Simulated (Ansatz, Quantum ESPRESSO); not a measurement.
**Na3OF (Pm-3m): Raman and infrared activity**

Which lines does Na3OF (Pm-3m) show in Raman and infrared spectra?

Calculated with Quantum ESPRESSO 8.0 development, patched; DFT LDA, scalar-relativistic, plane waves, PseudoDojo norm-conserving pseudopotentials.

The structure was built from a prototype and need not be the compound's stable phase.

### Step 1. The structure

It takes space group Pm-3m (No. 221, cubic). The conventional cell has a = 4.598 Å, b = 4.598 Å, c = 4.598 Å, α = 90.00°, β = 90.00°, γ = 90.00°. F has 12 Na at 3.25 Å nearest. Nearest to O lie 6 Na at 2.30 Å. Nearest to Na lie 2 O at 2.30 Å. Farther neighbours and most contacts between anions are not listed.

Structure file:

```cif
data_structure
_symmetry_space_group_name_H-M 'P 1'
_symmetry_Int_Tables_number 1
_cell_length_a 4.5980
_cell_length_b 4.5980
_cell_length_c 4.5980
_cell_angle_alpha 90.000
_cell_angle_beta 90.000
_cell_angle_gamma 90.000
_cell_volume 97.21
loop_
_atom_site_label
_atom_site_type_symbol
_atom_site_fract_x
_atom_site_fract_y
_atom_site_fract_z
_atom_site_occupancy
F1 F 0.00000 0.00000 0.00000 1
O2 O 0.50000 0.50000 0.50000 1
Na3 Na 0.50000 0.50000 0.00000 1
Na4 Na 0.50000 0.00000 0.50000 1
Na5 Na 0.00000 0.50000 0.50000 1
```

### Step 2. A probe with smearing

A cheap run with smearing and empty bands tells whether the crystal has a gap, which decides between fixed occupations and smearing later on.

probe.in reads:

```
&CONTROL
  calculation = 'scf'
  prefix      = 'x'
  outdir      = './tmp'
  pseudo_dir  = './pseudo'
  tprnfor     = .true.
  tstress     = .true.
  verbosity   = 'high'
/
&SYSTEM
  ibrav       = 0
  nat         = 5
  ntyp        = 3
  ecutwfc     = 88.0
  occupations = 'smearing'
  smearing    = 'gaussian'
  degauss     = 0.01
/
&ELECTRONS
  conv_thr         = 1.0d-07
  mixing_beta      = 0.7
  electron_maxstep = 100
/
ATOMIC_SPECIES
 F      18.9984  F.upf
 O      15.9990  O.upf
 Na     22.9898  Na.upf
CELL_PARAMETERS angstrom
     4.598000000    0.000000000    0.000000000
     0.000000000    4.598000000    0.000000000
     0.000000000    0.000000000    4.598000000
ATOMIC_POSITIONS crystal
 F      0.000000000   0.000000000   0.000000000
 O      0.500000000   0.500000000   0.500000000
 Na     0.500000000   0.500000000   0.000000000
 Na     0.500000000   0.000000000   0.500000000
 Na     0.000000000   0.500000000   0.500000000
K_POINTS automatic
 4 4 4 0 0 0
```

Started as:

```bash
$ OMP_NUM_THREADS=1 mpirun -n 8 pw.x -nk 8 -in probe.in > probe.out
```

Output:

```text
[banners, grids, parts of the stress and lines that vanish by symmetry left out]
Program PWSCF v.8.0dev
     Message from routine setup:
     using ibrav=0 with symmetry is DISCOURAGED, use correct ibrav instead
[...]
kinetic-energy cutoff     =      88.0000  Ry
     charge density cutoff     =     352.0000  Ry
     scf convergence threshold =      1.0E-07
[...]
Exchange-correlation= SLA-PW-NOGX-NOGC
                           (   1   4   0   0   0   0   0)
[...]
48 Sym. Ops., with inversion, found
[...]
(     0          1          0      )
                  (     0          0          1      )
[...]
(  0.0000000  1.0000000  0.0000000 )
                  (  0.0000000  0.0000000  1.0000000 )
[...]
(     0         -1          0      )
                  (     0          0          1      )
[...]
( -1.0000000  0.0000000  0.0000000 )
                  (  0.0000000  1.0000000  0.0000000 )
[...]
number of k points=    10  Gaussian smearing, width (Ry)=  0.0100
[...]
End of self-consistent calculation
[...]
the Fermi energy is     1.4068 ev
!    total energy              =    -356.09112858 Ry
[...]
convergence has been achieved in   9 iterations
[...]
atom    1 type  1   force =     0.00000000    0.00000000    0.00000000
     atom    2 type  2   force =     0.00000000    0.00000000    0.00000000
     atom    3 type  3   force =     0.00000000    0.00000000    0.00000000
     atom    4 type  3   force =     0.00000000    0.00000000    0.00000000
     atom    5 type  3   force =     0.00000000    0.00000000    0.00000000
[...]
Total force =     0.000000     Total SCF correction =     0.000000
[...]
total   stress  (Ry/bohr**3)                   (kbar)     P=      -58.35
[...]
XML data file, charge density, pseudopotentials, collected wavefunctions

   JOB DONE.
```

Wall time 6.5 s (8 MPI ranks of Intel Xeon Platinum 8488C (Sapphire Rapids), shared host); 51 s of CPU time.

Numbers from this step:

```yaml
volume_per_atom: 19.44 Å³
pressure: -5.835 GPa
gap_on_the_k_mesh: 1.666 eV
```

A gap of 1.7 eV opens on this mesh, so the crystal is taken as an insulator; the start stands at -5.8 GPa.

### Step 3. Relaxation

The relaxation runs at a cutoff a fifth above that of the response, since stress converges more slowly with the basis than frequencies do. Forces and stress are brought to rest with tight thresholds.

relax.in reads:

```
&CONTROL
  calculation   = 'vc-relax'
  prefix        = 'x'
  outdir        = './tmp'
  pseudo_dir    = './pseudo'
  tprnfor       = .true.
  tstress       = .true.
  forc_conv_thr = 2.0d-05
  etot_conv_thr = 1.0d-07
  nstep         = 40
/
&SYSTEM
  ibrav       = 0
  nat         = 5
  ntyp        = 3
  ecutwfc     = 106
  occupations = 'fixed'
  nbnd        = 22
/
&ELECTRONS
  conv_thr         = 1.0d-11
  mixing_beta      = 0.7
  electron_maxstep = 100
/
&IONS
/
&CELL
  press_conv_thr = 0.2
/
ATOMIC_SPECIES
 F      18.9984  F.upf
 O      15.9990  O.upf
 Na     22.9898  Na.upf
CELL_PARAMETERS angstrom
     4.598000000    0.000000000    0.000000000
     0.000000000    4.598000000    0.000000000
     0.000000000    0.000000000    4.598000000
ATOMIC_POSITIONS crystal
 F      0.000000000   0.000000000   0.000000000
 O      0.500000000   0.500000000   0.500000000
 Na     0.500000000   0.500000000   0.000000000
 Na     0.500000000   0.000000000   0.500000000
 Na     0.000000000   0.500000000   0.500000000
K_POINTS automatic
 6 6 6 0 0 0
```

Started as:

```bash
$ OMP_NUM_THREADS=1 mpirun -n 8 pw.x -nk 8 -in relax.in > relax.out
```

Output:

```text
[banners, grids, parts of the stress and lines that vanish by symmetry left out]
[banner, memory and clock lines left out]
Program PWSCF v.8.0dev

[...]
kinetic-energy cutoff     =     106.0000  Ry
     charge density cutoff     =     424.0000  Ry
     scf convergence threshold =      1.0E-11
[...]
energy convergence thresh.=      1.0E-07
     force convergence thresh. =      2.0E-05
     press convergence thresh. =      2.0E-01
     Exchange-correlation= SLA-PW-NOGX-NOGC
                           (   1   4   0   0   0   0   0)
[...]
48 Sym. Ops., with inversion, found
[...]
number of k points=    20
[...]
End of self-consistent calculation
[...]
highest occupied, lowest unoccupied level (ev):     0.5425    2.2088
!    total energy              =    -356.09126708 Ry
[...]
convergence has been achieved in  12 iterations
[...]
atom    1 type  1   force =     0.00000000    0.00000000    0.00000000
     atom    2 type  2   force =     0.00000000    0.00000000    0.00000000
     atom    3 type  3   force =     0.00000000    0.00000000    0.00000000
     atom    4 type  3   force =     0.00000000    0.00000000    0.00000000
     atom    5 type  3   force =     0.00000000    0.00000000    0.00000000
     Total force =     0.000000     Total SCF correction =     0.000000
[...]
total   stress  (Ry/bohr**3)                   (kbar)     P=      -58.41
[...]
number of bfgs steps    =   0
[...]
CELL_PARAMETERS (angstrom)
[...]
ATOMIC_POSITIONS (crystal)
F                0.0000000000        0.0000000000        0.0000000000
O                0.5000000000        0.5000000000        0.5000000000
Na               0.5000000000        0.5000000000        0.0000000000
Na               0.5000000000        0.0000000000        0.5000000000
[...]
New effective cutoffs (rho, wfc):  432.09  108.13
[...]
End of self-consistent calculation
[...]
highest occupied, lowest unoccupied level (ev):     0.7006    2.4064
!    total energy              =    -356.09866059 Ry
[...]
convergence has been achieved in   9 iterations
[...]
atom    1 type  1   force =     0.00000000    0.00000000    0.00000000
     atom    2 type  2   force =     0.00000000    0.00000000    0.00000000
     atom    3 type  3   force =     0.00000000    0.00000000    0.00000000
     atom    4 type  3   force =     0.00000000    0.00000000    0.00000000
     atom    5 type  3   force =     0.00000000    0.00000000    0.00000000
     Total force =     0.000000     Total SCF correction =     0.000000
[...]
total   stress  (Ry/bohr**3)                   (kbar)     P=      -53.89
[...]
number of bfgs steps    =   1
[...]
WARNING: bfgs curvature condition failed, Theta= 0.885
[...]
CELL_PARAMETERS (angstrom)
[...]
ATOMIC_POSITIONS (crystal)
[...]
New effective cutoffs (rho, wfc):  445.39  111.45
[...]
End of self-consistent calculation
[...]
highest occupied, lowest unoccupied level (ev):     0.9554    2.7212
!    total energy              =    -356.10824901 Ry
[...]
convergence has been achieved in  11 iterations
[...]
atom    1 type  1   force =     0.00000000    0.00000000    0.00000000
     atom    2 type  2   force =     0.00000000    0.00000000    0.00000000
     atom    3 type  3   force =     0.00000000    0.00000000    0.00000000
[...]
!    total energy              =    -356.12245020 Ry
[...]
convergence has been achieved in  11 iterations
[...]
Total force =     0.000000     Total SCF correction =     0.000000
[...]
total   stress  (Ry/bohr**3)                   (kbar)     P=       10.44
[...]
number of bfgs steps    =   4
[...]
CELL_PARAMETERS (angstrom)
[...]
ATOMIC_POSITIONS (crystal)
[...]
New effective cutoffs (rho, wfc):  490.21  122.67
[...]
highest occupied, lowest unoccupied level (ev):     1.8899    3.8449
!    total energy              =    -356.12286346 Ry
[...]
convergence has been achieved in  10 iterations
[...]
Total force =     0.000000     Total SCF correction =     0.000000
[...]
total   stress  (Ry/bohr**3)                   (kbar)     P=       -1.34
[...]
number of bfgs steps    =   5
[...]
CELL_PARAMETERS (angstrom)
[...]
ATOMIC_POSITIONS (crystal)
[...]
New effective cutoffs (rho, wfc):  491.21  122.92
[...]
highest occupied, lowest unoccupied level (ev):     1.9121    3.8711
!    total energy              =    -356.12287112 Ry
[...]
convergence has been achieved in   9 iterations
[...]
Total force =     0.000000     Total SCF correction =     0.000000
[...]
total   stress  (Ry/bohr**3)                   (kbar)     P=       -0.05
[...]
number of bfgs steps    =   6
[...]
CELL_PARAMETERS (angstrom)
[...]
ATOMIC_POSITIONS (crystal)
[...]
New effective cutoffs (rho, wfc):  491.25  122.93
[...]
End of self-consistent calculation
[...]
highest occupied, lowest unoccupied level (ev):     1.9130    3.8721
!    total energy              =    -356.12287113 Ry
[...]
convergence has been achieved in   6 iterations
[...]
atom    3 type  3   force =     0.00000000    0.00000000    0.00000000
     atom    4 type  3   force =     0.00000000    0.00000000    0.00000000
     atom    5 type  3   force =     0.00000000    0.00000000    0.00000000
     Total force =     0.000000     Total SCF correction =     0.000000
[...]
total   stress  (Ry/bohr**3)                   (kbar)     P=        0.00
[...]
bfgs converged in   8 scf cycles and   7 bfgs steps
[...]
End of BFGS Geometry Optimization
     Final enthalpy           =    -356.1228711321 Ry
     File ./tmp/x.bfgs deleted, as requested
[...]
CELL_PARAMETERS (angstrom)
[...]
ATOMIC_POSITIONS (crystal)
[...]
Na               0.5000000000        0.0000000000        0.5000000000
Na               0.0000000000        0.5000000000        0.5000000000
[...]
Final scf calculation at the relaxed structure.
[...]
kinetic-energy cutoff     =     106.0000  Ry
     charge density cutoff     =     424.0000  Ry
     scf convergence threshold =      1.0E-13
[...]
press convergence thresh. =      2.0E-01
     Exchange-correlation= SLA-PW-NOGX-NOGC
                           (   1   4   0   0   0   0   0)
[...]
48 Sym. Ops., with inversion, found
[...]
number of k points=    20
[...]
End of self-consistent calculation
[...]
highest occupied, lowest unoccupied level (ev):     1.9130    3.8722
!    total energy              =    -356.12283395 Ry
[...]
convergence has been achieved in  13 iterations
[...]
atom    1 type  1   force =     0.00000000    0.00000000    0.00000000
     atom    2 type  2   force =     0.00000000    0.00000000    0.00000000
     atom    3 type  3   force =     0.00000000    0.00000000    0.00000000
     atom    4 type  3   force =     0.00000000    0.00000000    0.00000000
     atom    5 type  3   force =     0.00000000    0.00000000    0.00000000
     Total force =     0.000000     Total SCF correction =     0.000000
[...]
total   stress  (Ry/bohr**3)                   (kbar)     P=        0.08
[...]
XML data file, charge density, pseudopotentials, collected wavefunctions
```

The job ended after 1.7 min (8 MPI ranks; 13 min of CPU time).

The steps of the relaxation:

```tsv
step	energy less that of the first step (eV)	largest force (eV/Å)	pressure (GPa)	volume (Å³)
1	0.0000	0.0000	-5.84	97.21
2	-0.1006	0.0000	-5.39	94.34
3	-0.2311	0.0000	-4.54	90.15
4	-0.3716	0.0000	-2.78	84.10
5	-0.4243	0.0000	1.04	76.03
6	-0.4299	0.0000	-0.13	78.07
7	-0.4300	0.0000	-0.01	77.83
8	-0.4300	0.0000	0.00	77.82
9	-0.4295	0.0000	0.01	77.82
```

```tsv
conventional cell, symmetrised	before	after	change
a (Å)	4.598	4.269	-7.1 %
b (Å)	4.598	4.269	-7.1 %
c (Å)	4.598	4.269	-7.1 %
volume (Å³/atom)	19.44	15.56	-19.9 %
```

Final coordinates:

```xyz
5
Lattice="4.2695 0.0000 0.0000 0.0000 4.2695 0.0000 0.0000 0.0000 4.2695" Properties=species:S:1:pos:R:3 pbc="T T T"
F     0.0000    0.0000    0.0000
O     2.1347    2.1347    2.1347
Na    2.1347    2.1347    0.0000
Na    2.1347    0.0000    2.1347
Na    0.0000    2.1347    2.1347
```

The last row of the table of steps is pw.x's closing run on a basis chosen anew for the final cell, so its energy can jump.

Read from the output:

```
volume per atom   : 15.56 Å³
pressure          : 0.008 GPa
gap on the k-mesh : 1.959 eV
```

The volume changes by -19.9 % from the cell with which this run began.

### Step 4. Self-consistent run for the response

The response is built on this ground state, so it is converged far tighter than an energy would need. With a gap, occupations are fixed, which also allows the response to an electric field.

scf.in reads:

```
&CONTROL
  calculation = 'scf'
  prefix      = 'x'
  outdir      = './tmp'
  pseudo_dir  = './pseudo'
  tprnfor     = .true.
  tstress     = .true.
/
&SYSTEM
  ibrav       = 0
  nat         = 5
  ntyp        = 3
  ecutwfc     = 88.0
  occupations = 'fixed'
  nbnd        = 22
/
&ELECTRONS
  conv_thr         = 1.0d-12
  mixing_beta      = 0.7
  electron_maxstep = 100
/
ATOMIC_SPECIES
 F      18.9984  F.upf
 O      15.9990  O.upf
 Na     22.9898  Na.upf
CELL_PARAMETERS angstrom
     4.269452970    0.000000000    0.000000000
     0.000000000    4.269452970    0.000000000
     0.000000000    0.000000000    4.269452970
ATOMIC_POSITIONS crystal
 F      0.000000000   0.000000000   0.000000000
 O      0.500000000   0.500000000   0.500000000
 Na     0.500000000   0.500000000   0.000000000
 Na     0.500000000   0.000000000   0.500000000
 Na     0.000000000   0.500000000   0.500000000
K_POINTS automatic
 6 6 6 0 0 0
```

Started as:

```bash
$ OMP_NUM_THREADS=1 mpirun -n 8 pw.x -nk 8 -in scf.in > scf.out
```

Output:

```text
[banners, grids, parts of the stress and lines that vanish by symmetry left out]
[banner, memory and clock lines left out]
Program PWSCF v.8.0dev

[...]
kinetic-energy cutoff     =      88.0000  Ry
     charge density cutoff     =     352.0000  Ry
     scf convergence threshold =      1.0E-12
[...]
Exchange-correlation= SLA-PW-NOGX-NOGC
                           (   1   4   0   0   0   0   0)
[...]
48 Sym. Ops., with inversion, found
[...]
number of k points=    20
[...]
End of self-consistent calculation
[...]
highest occupied, lowest unoccupied level (ev):     1.9131    3.8722
!    total energy              =    -356.12273364 Ry
[...]
convergence has been achieved in  13 iterations
[...]
atom    1 type  1   force =     0.00000000    0.00000000    0.00000000
     atom    2 type  2   force =     0.00000000    0.00000000    0.00000000
     atom    3 type  3   force =     0.00000000    0.00000000    0.00000000
     atom    4 type  3   force =     0.00000000    0.00000000    0.00000000
     atom    5 type  3   force =     0.00000000    0.00000000    0.00000000
     Total force =     0.000000     Total SCF correction =     0.000000
[...]
total   stress  (Ry/bohr**3)                   (kbar)     P=        0.05
[...]
XML data file, charge density, pseudopotentials, collected wavefunctions
```

Run time: 9.1 s. Hardware: 8 MPI ranks.

This step gave:

- pressure: 0.005 GPa

The cell stands at 0.005 GPa, close enough for phonons.

(Continued in part 2 of 3.)

[Host names and launcher messages were left out of these logs when they were recorded.]

[Logs are printed without paths, hosts, clocks, repeated set-up lines and the standing remarks that a program may print on its own settings, such as how far it seeks lower states.]

[Hosts, paths, dates, database ids (printed as entryN), source tags and the programs' standing remarks are cut or masked in the printed files.]
